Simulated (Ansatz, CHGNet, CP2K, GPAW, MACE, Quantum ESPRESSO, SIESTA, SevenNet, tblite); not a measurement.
# H15W3C3S4N3 (P-1) (56 atoms) in CP2K, part 3 of 4

How do the settings of CP2K change the result for H15W3C3S4N3 (P-1) (56 atoms)? A plane-wave run serves as the yardstick.

Program: CP2K 2026.2; the method stands at each step. Banners, paths, timers and routine set-up lines are dropped from the logs unmarked, and long logs keep their key lines alone; longer cuts are marked.

So far. Step 7 (PBE, DZVP-UZH, 840/50 Ry, diagonalisation): Against the first run (9.3 %), the force difference from the reference is 9.3 %, at 1.3 times the CPU time: the change moves forces by 0.35 meV/Å r.m.s., so most of the difference comes from elsewhere.

## (8) PBEsol, PBE potentials, DZVP-UZH, 600/50 Ry, diagonalisation

Method: Kohn-Sham DFT, PBEsol, GTH-PBE pseudopotentials, Gaussian and plane waves, DZVP-MOLOPT (UZH set), diagonalisation.

input.inp

```
&GLOBAL
  PROJECT cell
  RUN_TYPE ENERGY_FORCE
  PRINT_LEVEL LOW
&END GLOBAL
&FORCE_EVAL
  METHOD QS
  STRESS_TENSOR ANALYTICAL
  &DFT
    BASIS_SET_FILE_NAME BASIS_MOLOPT_UZH
    POTENTIAL_FILE_NAME POTENTIAL_UZH
    &MGRID
      CUTOFF 600
      REL_CUTOFF 50
      NGRIDS 5
    &END MGRID
    &QS
      EPS_DEFAULT 1.0E-12
    &END QS
    &SCF
      SCF_GUESS ATOMIC
      EPS_SCF 5.0E-06
      MAX_SCF 200
      ADDED_MOS 24
      &DIAGONALIZATION
        ALGORITHM STANDARD
      &END DIAGONALIZATION
      &SMEAR ON
        METHOD FERMI_DIRAC
        ELECTRONIC_TEMPERATURE [K] 580
      &END SMEAR
      &MIXING
        METHOD BROYDEN_MIXING
        ALPHA 0.15
        NBROYDEN 12
      &END MIXING
      &PRINT
        &RESTART OFF
        &END RESTART
      &END PRINT
    &END SCF
    &XC
      &XC_FUNCTIONAL
        &PBE
          PARAMETRIZATION PBESOL
        &END PBE
      &END XC_FUNCTIONAL
    &END XC
    &PRINT
      &MULLIKEN ON
      &END MULLIKEN
      &HIRSHFELD ON
        SHAPE_FUNCTION DENSITY
      &END HIRSHFELD
      &MO ON
        EIGENVALUES T
        OCCUPATION_NUMBERS T
        MO_INDEX_RANGE 97 120
        &EACH
          QS_SCF 0
        &END EACH
        ADD_LAST NUMERIC
      &END MO
    &END PRINT
  &END DFT
  &SUBSYS
    &CELL
      A 9.08470 0.00000 0.00000
      B -2.56559 8.79358 0.00000
      C -4.28655 -3.61609 7.74969
    &END CELL
    &COORD
      SCALED
[... 56 atom lines left out: the same atoms as in the first run ...]
    &END COORD
    &KIND H
      BASIS_SET DZVP-MOLOPT-PBE-GTH-q1
      POTENTIAL GTH-PBE-q1
    &END KIND
    &KIND W
      BASIS_SET DZVP-MOLOPT-PBE-GTH-q14
      POTENTIAL GTH-PBE-q14
    &END KIND
    &KIND C
      BASIS_SET DZVP-MOLOPT-PBE-GTH-q4
      POTENTIAL GTH-PBE-q4
    &END KIND
    &KIND S
      BASIS_SET DZVP-MOLOPT-PBE-GTH-q6
      POTENTIAL GTH-PBE-q6
    &END KIND
    &KIND N
      BASIS_SET DZVP-MOLOPT-PBE-GTH-q5
      POTENTIAL GTH-PBE-q5
    &END KIND
  &END SUBSYS
  &PRINT
    &FORCES ON
    &END FORCES
    &STRESS_TENSOR ON
    &END STRESS_TENSOR
  &END PRINT
&END FORCE_EVAL
```

Started as:

```console
> OMP_NUM_THREADS=1 mpirun -np 4 cp2k.psmp -i input.inp > output.txt
```

Numbers of over 12 decimals in the logs are rounded to 6 here.

The log of the run:

```text
CP2K| version string:                                       CP2K version 2026.2
 CP2K| Input file name                                                 input.inp
 GLOBAL| Basis set file name                                    BASIS_MOLOPT_UZH
 GLOBAL| Potential file name                                       POTENTIAL_UZH
 GLOBAL| Run type                                                   ENERGY_FORCE
 GLOBAL| Total number of message passing processes                             4
 GLOBAL| Number of threads for this process                                    1
[... lines left out ...]
                        Smear method:                                FERMI_DIRAC
[... lines left out ...]
 Number of electrons:                                                        216
[... lines left out ...]
  Step     Update method      Time    Convergence         Total energy    Change
[... lines left out ...]
  *** SCF run converged in    18 steps ***
[... lines left out ...]
  Fermi energy:                                                 0.140191
  Total energy:                                              -601.358092
  Total energy (extrapolated to T->0):                       -601.357953
[... lines left out ...]
 MO| E(Fermi):            0.140191 a.u.          3.814804 eV
[... lines left out ...]
     56       N      5       5.000          5.130                        -0.130
  Total Charge                                                           -0.000
 !-----------------------------------------------------------------------------!
 ENERGY| Total FORCE_EVAL ( QS ) energy [hartree]           -601.358110
 FORCES| Atomic forces [hartree/bohr]
 FORCES|   Atom     x               y               z               |f|
 FORCES|      1  1.09989151E-02 -1.35192888E-02  5.66234834E-03   1.83251055E-02
 FORCES|      2  1.28090533E-02 -4.62133724E-03  6.69818447E-03   1.51754499E-02
 FORCES|      3  2.57612899E-02  1.81873622E-02  3.16152203E-04   3.15360771E-02
[...]
FORCES|     55  7.00587876E-02 -2.69799656E-02 -6.50260273E-02   9.93203729E-02
 FORCES|     56 -1.41909457E-02  3.05426195E-02 -4.38226040E-02   5.52689349E-02
 FORCES| Sum     4.60449102E-06 -3.08319123E-05  1.84949674E-05
 FORCES| Total atomic force                                       3.62473719E-05
 STRESS| Analytical stress tensor [bar]
 STRESS|                        x                   y                   z
 STRESS|      x        3.08316138018E+04   2.19746428917E+03   3.31041706819E+03
 STRESS|      y        2.19746428917E+03   5.20719651656E+03  -4.06833324611E+03
 STRESS|      z        3.31041706819E+03  -4.06833324611E+03   2.02710849144E+04
 STRESS| 1/3 Trace                                             1.87699650776E+04
```

Run time: 89 s. Hardware: 4 MPI ranks of Arm Neoverse V1, shared host; peak memory 3.2 GiB.

Against the reference:

```
r.m.s. force component                           : 0.9423 eV/Å
r.m.s. difference of force components            : 202.6 meV/Å
longest difference of force vectors              : 654.4 meV/Å
force difference over r.m.s. force               : 23.19 %
slope of forces against the reference's          : 1.055
correlation of force components                  : 0.9779
gap (highest filled to lowest empty level) : 0.5351 eV
gap difference                                   : -0.0079 eV
pressure                                         : 1.877 GPa
pressure difference                              : -1.69 GPa
```

Against the first run (9.3 %), the force difference from the reference is 23 %, at 0.99 times the CPU time; the model has changed, so this is no error of the program alone.

## (9) PBE, DZVP-UZH, 600/70 Ry, diagonalisation

Method: Kohn-Sham DFT, PBE, GTH-PBE pseudopotentials, Gaussian and plane waves, DZVP-MOLOPT (UZH set), diagonalisation.

Edit input.inp of step 8 so:

```diff
@@ -13,3 +13,3 @@
       CUTOFF 600
-      REL_CUTOFF 50
+      REL_CUTOFF 70
       NGRIDS 5
@@ -42,6 +42,3 @@
     &XC
-      &XC_FUNCTIONAL
-        &PBE
-          PARAMETRIZATION PBESOL
-        &END PBE
+      &XC_FUNCTIONAL PBE
       &END XC_FUNCTIONAL
@@ -72,3 +69,2 @@
     &COORD
-      SCALED
 [... 56 atom lines left out: the same atoms as in the first run ...]
```

The log of the run:

```text
CP2K| version string:                                       CP2K version 2026.2
 CP2K| Input file name                                                 input.inp
 GLOBAL| Basis set file name                                    BASIS_MOLOPT_UZH
 GLOBAL| Potential file name                                       POTENTIAL_UZH
[... lines left out ...]
 Number of electrons:                                                        216
[... lines left out ...]
  Step     Update method      Time    Convergence         Total energy    Change
[... lines left out ...]
  *** SCF run converged in    18 steps ***
[... lines left out ...]
  Fermi energy:                                                 0.142847
  Total energy:                                              -602.537843
  Total energy (extrapolated to T->0):                       -602.537716
[... lines left out ...]
 MO| E(Fermi):            0.142847 a.u.          3.887075 eV
[... lines left out ...]
 ENERGY| Total FORCE_EVAL ( QS ) energy [hartree]           -602.537875
[... lines left out ...]
 FORCES|      1  6.80458528E-03 -1.23261982E-02  2.62269552E-03   1.43218740E-02
 FORCES|      2  1.65871253E-02 -6.15155029E-03  9.08437661E-03   1.98871867E-02
 FORCES|      3  2.87280069E-02  2.05864896E-02 -5.15259435E-04   3.53463920E-02
[...]
FORCES|     55  6.40301460E-02 -2.35475157E-02 -6.35361298E-02   9.32265246E-02
 FORCES|     56 -7.19371047E-03  2.67173836E-02 -4.42130717E-02   5.21571066E-02
 FORCES| Sum     5.38156919E-05 -8.44781948E-06  1.33151624E-05
 FORCES| Total atomic force                                       5.60784084E-05
 STRESS| Analytical stress tensor [bar]
 STRESS|                        x                   y                   z
 STRESS|      x        4.53244306308E+04   1.93094014944E+03   2.15787300548E+03
 STRESS|      y        1.93094014944E+03   2.33510678153E+04  -1.49693012536E+03
 STRESS|      z        2.15787300548E+03  -1.49693012536E+03   3.85379538500E+04
 STRESS| 1/3 Trace                                             3.57378174320E+04
```

Run time: 1.9 min. Hardware: 4 MPI ranks; peak memory 3.2 GiB.

Compared with the plane-wave run:

* r.m.s. force component: 0.8954 eV/Å
* r.m.s. difference of force components: 81.24 meV/Å
* longest difference of force vectors: 316.3 meV/Å
* force difference over r.m.s. force: 9.301 %
* slope of forces against the reference's: 1.021
* correlation of force components: 0.9961
* gap (highest filled to lowest empty level): 0.5454 eV
* gap difference: 0.0024 eV
* pressure: 3.574 GPa
* pressure difference: 0.0065 GPa
* energy less the same-level run's: 0.0008 meV/atom
* r.m.s. force difference from the same-level run: 0.101 meV/Å

Against the first run (9.3 %), the force difference from the reference is 9.3 %, at 1.2 times the CPU time: the change moves forces by 0.10 meV/Å r.m.s., so most of the difference comes from elsewhere.

## (10) LDA, DZVP-MOLOPT-SR, 600/50 Ry, diagonalisation

Method: Kohn-Sham DFT, LDA, GTH-PADE pseudopotentials, Gaussian and plane waves, DZVP-MOLOPT-SR-GTH, diagonalisation.

Edit input.inp of step 9 so:

```diff
@@ -9,7 +9,7 @@
   &DFT
-    BASIS_SET_FILE_NAME BASIS_MOLOPT_UZH
-    POTENTIAL_FILE_NAME POTENTIAL_UZH
+    BASIS_SET_FILE_NAME BASIS_MOLOPT
+    POTENTIAL_FILE_NAME GTH_POTENTIALS
     &MGRID
       CUTOFF 600
-      REL_CUTOFF 70
+      REL_CUTOFF 50
       NGRIDS 5
@@ -42,3 +42,3 @@
     &XC
-      &XC_FUNCTIONAL PBE
+      &XC_FUNCTIONAL PADE
       &END XC_FUNCTIONAL
@@ -69,2 +69,3 @@
     &COORD
+      SCALED
 [... 56 atom lines left out: the same atoms as in the first run ...]
@@ -72,20 +73,20 @@
     &KIND H
-      BASIS_SET DZVP-MOLOPT-PBE-GTH-q1
-      POTENTIAL GTH-PBE-q1
+      BASIS_SET DZVP-MOLOPT-SR-GTH-q1
+      POTENTIAL GTH-PADE-q1
     &END KIND
     &KIND W
-      BASIS_SET DZVP-MOLOPT-PBE-GTH-q14
-      POTENTIAL GTH-PBE-q14
+      BASIS_SET DZVP-MOLOPT-SR-GTH-q14
+      POTENTIAL GTH-PADE-q14
     &END KIND
     &KIND C
-      BASIS_SET DZVP-MOLOPT-PBE-GTH-q4
-      POTENTIAL GTH-PBE-q4
+      BASIS_SET DZVP-MOLOPT-SR-GTH-q4
+      POTENTIAL GTH-PADE-q4
     &END KIND
     &KIND S
-      BASIS_SET DZVP-MOLOPT-PBE-GTH-q6
-      POTENTIAL GTH-PBE-q6
+      BASIS_SET DZVP-MOLOPT-SR-GTH-q6
+      POTENTIAL GTH-PADE-q6
     &END KIND
     &KIND N
-      BASIS_SET DZVP-MOLOPT-PBE-GTH-q5
-      POTENTIAL GTH-PBE-q5
+      BASIS_SET DZVP-MOLOPT-SR-GTH-q5
+      POTENTIAL GTH-PADE-q5
     &END KIND
```

Started as:

```console
> OMP_NUM_THREADS=2 cp2k.psmp -i input.inp > output.txt
```

The log of the run:

```text
CP2K| version string:                                       CP2K version 2026.2
 CP2K| Input file name                                                 input.inp
 GLOBAL| Basis set file name                                        BASIS_MOLOPT
 GLOBAL| Potential file name                                      GTH_POTENTIALS
 GLOBAL| Run type                                                   ENERGY_FORCE
 GLOBAL| Total number of message passing processes                             1
 GLOBAL| Number of threads for this process                                    2
 TOTAL NUMBERS AND MAXIMUM NUMBERS
  Total number of            - Atomic kinds:                                   5
                             - Atoms:                                         56
[... lines left out ...]
                        Smear method:                                FERMI_DIRAC
[... lines left out ...]
 Number of electrons:                                                        216
[... lines left out ...]
  Step     Update method      Time    Convergence         Total energy    Change
[... lines left out ...]
  *** SCF run converged in    16 steps ***
[... lines left out ...]
  Fermi energy:                                                 0.140243
  Total energy:                                              -603.289997
  Total energy (extrapolated to T->0):                       -603.289890
[... lines left out ...]
 MO| E(Fermi):            0.140243 a.u.          3.816217 eV
[... lines left out ...]
 !-----------------------------------------------------------------------------!
 !-----------------------------------------------------------------------------!
                           Hirshfeld Charges
  #Atom  Element  Kind  Ref Charge     Population                    Net charge
      1       H      1       1.000          0.914                         0.086
      2       H      1       1.000          0.910                         0.090
      3       H      1       1.000          0.893                         0.107
[...]
55       N      5       5.000          5.146                        -0.146
     56       N      5       5.000          5.137                        -0.137
  Total Charge                                                           -0.000
 !-----------------------------------------------------------------------------!
 ENERGY| Total FORCE_EVAL ( QS ) energy [hartree]           -603.289684
 FORCES| Atomic forces [hartree/bohr]
 FORCES|   Atom     x               y               z               |f|
 FORCES|      1  9.35435878E-03 -1.27833292E-02  4.30848701E-03   1.64158641E-02
 FORCES|      2  1.40545601E-02 -4.70409135E-03  7.68777068E-03   1.66961359E-02
 FORCES|      3  2.68902963E-02  1.95487390E-02  3.24576063E-04   3.32467530E-02
[...]
FORCES|     55  7.28612864E-02 -2.89688750E-02 -6.40016652E-02   1.01213517E-01
 FORCES|     56 -1.80894039E-02  3.20706857E-02 -4.32914090E-02   5.68322224E-02
 FORCES| Sum     1.67247500E-05 -3.69394749E-05  8.39352452E-06
 FORCES| Total atomic force                                       4.14088556E-05
 STRESS| Analytical stress tensor [bar]
 STRESS|                        x                   y                   z
 STRESS|      x       -1.79783315496E+04   2.20692391985E+03   4.08321257091E+03
 STRESS|      y        2.20692391985E+03  -4.41612036507E+04  -5.47098267061E+03
 STRESS|      z        4.08321257091E+03  -5.47098267061E+03  -2.97700650679E+04
 STRESS| 1/3 Trace                                            -3.06365334227E+04
```

Wall time 2.5 min (2 threads); peak memory 2.2 GiB.

Compared with the plane-wave run:

* r.m.s. force component: 0.9529 eV/Å
* r.m.s. difference of force components: 362.3 meV/Å
* longest difference of force vectors: 1637 meV/Å
* force difference over r.m.s. force: 41.49 %
* slope of forces against the reference's: 1.009
* correlation of force components: 0.9249
* gap (highest filled to lowest empty level): 0.5679 eV
* gap difference: 0.0249 eV
* pressure: -3.064 GPa
* pressure difference: -6.631 GPa

Against the first run (9.3 %), the force difference from the reference is 41 %, at 0.81 times the CPU time (on 2 against 4 cores); the model has changed, so this is no error of the program alone.

## (11) PBE+rVV10L, DZVP-UZH, 600/50 Ry, diagonalisation

Method: Kohn-Sham DFT, PBE+rVV10 (b = 10, rVV10L), GTH-PBE pseudopotentials, Gaussian and plane waves, DZVP-MOLOPT (UZH set), diagonalisation.

Edit input.inp of step 10 so:

```diff
@@ -9,4 +9,4 @@
   &DFT
-    BASIS_SET_FILE_NAME BASIS_MOLOPT
-    POTENTIAL_FILE_NAME GTH_POTENTIALS
+    BASIS_SET_FILE_NAME BASIS_MOLOPT_UZH
+    POTENTIAL_FILE_NAME POTENTIAL_UZH
     &MGRID
@@ -42,4 +42,12 @@
     &XC
-      &XC_FUNCTIONAL PADE
+      &XC_FUNCTIONAL PBE
       &END XC_FUNCTIONAL
+      &VDW_POTENTIAL
+        POTENTIAL_TYPE NON_LOCAL
+        &NON_LOCAL
+          TYPE RVV10
+          KERNEL_FILE_NAME rVV10_kernel_table.dat
+          PARAMETERS 10.0 0.0093
+        &END NON_LOCAL
+      &END VDW_POTENTIAL
     &END XC
@@ -73,20 +81,20 @@
     &KIND H
-      BASIS_SET DZVP-MOLOPT-SR-GTH-q1
-      POTENTIAL GTH-PADE-q1
+      BASIS_SET DZVP-MOLOPT-PBE-GTH-q1
+      POTENTIAL GTH-PBE-q1
     &END KIND
     &KIND W
-      BASIS_SET DZVP-MOLOPT-SR-GTH-q14
-      POTENTIAL GTH-PADE-q14
+      BASIS_SET DZVP-MOLOPT-PBE-GTH-q14
+      POTENTIAL GTH-PBE-q14
     &END KIND
     &KIND C
-      BASIS_SET DZVP-MOLOPT-SR-GTH-q4
-      POTENTIAL GTH-PADE-q4
+      BASIS_SET DZVP-MOLOPT-PBE-GTH-q4
+      POTENTIAL GTH-PBE-q4
     &END KIND
     &KIND S
-      BASIS_SET DZVP-MOLOPT-SR-GTH-q6
-      POTENTIAL GTH-PADE-q6
+      BASIS_SET DZVP-MOLOPT-PBE-GTH-q6
+      POTENTIAL GTH-PBE-q6
     &END KIND
     &KIND N
-      BASIS_SET DZVP-MOLOPT-SR-GTH-q5
-      POTENTIAL GTH-PADE-q5
+      BASIS_SET DZVP-MOLOPT-PBE-GTH-q5
+      POTENTIAL GTH-PBE-q5
     &END KIND
```

Started as:

```console
> OMP_NUM_THREADS=1 mpirun -np 4 cp2k.psmp -i input.inp > output.txt
```

The log of the run:

```text
CP2K| version string:                                       CP2K version 2026.2
 CP2K| Input file name                                                 input.inp
 GLOBAL| Basis set file name                                    BASIS_MOLOPT_UZH
 GLOBAL| Potential file name                                       POTENTIAL_UZH
 GLOBAL| Run type                                                   ENERGY_FORCE
 GLOBAL| Total number of message passing processes                             4
 GLOBAL| Number of threads for this process                                    1
 TOTAL NUMBERS AND MAXIMUM NUMBERS
  Total number of            - Atomic kinds:                                   5
                             - Atoms:                                         56
                             - Shell sets:                                    56
                             - Shells:                                       238
                             - Primitive Cartesian functions:                278
                             - Cartesian basis functions:                    616
                             - Spherical basis functions:                    566
  Maximum angular momentum of- Orbital basis functions:                        3
                             - Local part of the GTH pseudopotential:          2
                             - Non-local part of the GTH pseudopotential:      4
 SCF PARAMETERS         Density guess:                                    ATOMIC
                        max_scf:                                             200
                        eps_scf:                                        5.00E-06
                        added MOs                                        24    0
                        Mixing method:                            BROYDEN_MIXING
                                                charge density mixing in g-space
                        Smear method:                                FERMI_DIRAC
                        Electronic temperature [K]:                        580.0
                        Electronic temperature [a.u.]:                  1.84E-03
                        Accuracy threshold:                             1.00E-10
 Extrapolation method: initial_guess
 Number of electrons:                                                        216
 Number of occupied orbitals:                                                108
 Number of molecular orbitals:                                               132
 Number of orbital functions:                                                566
 Number of independent orbital functions:                                    566
 SCF WAVEFUNCTION OPTIMIZATION
  Step     Update method      Time    Convergence         Total energy    Change
 *   ___                                                                       *
 *  /   \                                                                      *
 * [ABORT]                                                                     *
 *  \___/                             CPASSERT failed                          *
 *    |                                                                        *
 *  O/|                                                                        *
 * /| |                                                                        *
```

The job ended after 6.2 s (4 MPI ranks; peak memory 4.4 GiB; 18 s of CPU time).

The program stopped at the start. Reason given: CPASSERT failed.

(Continued in part 4 of 4.)

[Also dropped from logs without a mark: logging warnings of Python, and SIESTA's first energy breakdown and zero terms.]

[Logs are printed without paths, hosts, clocks, repeated set-up lines and the standing remarks that a program may print on its own settings, such as how far it seeks lower states.]

[Hosts, paths, dates, database ids (printed as entryN), source tags and the programs' standing remarks are cut or masked in the printed files.]
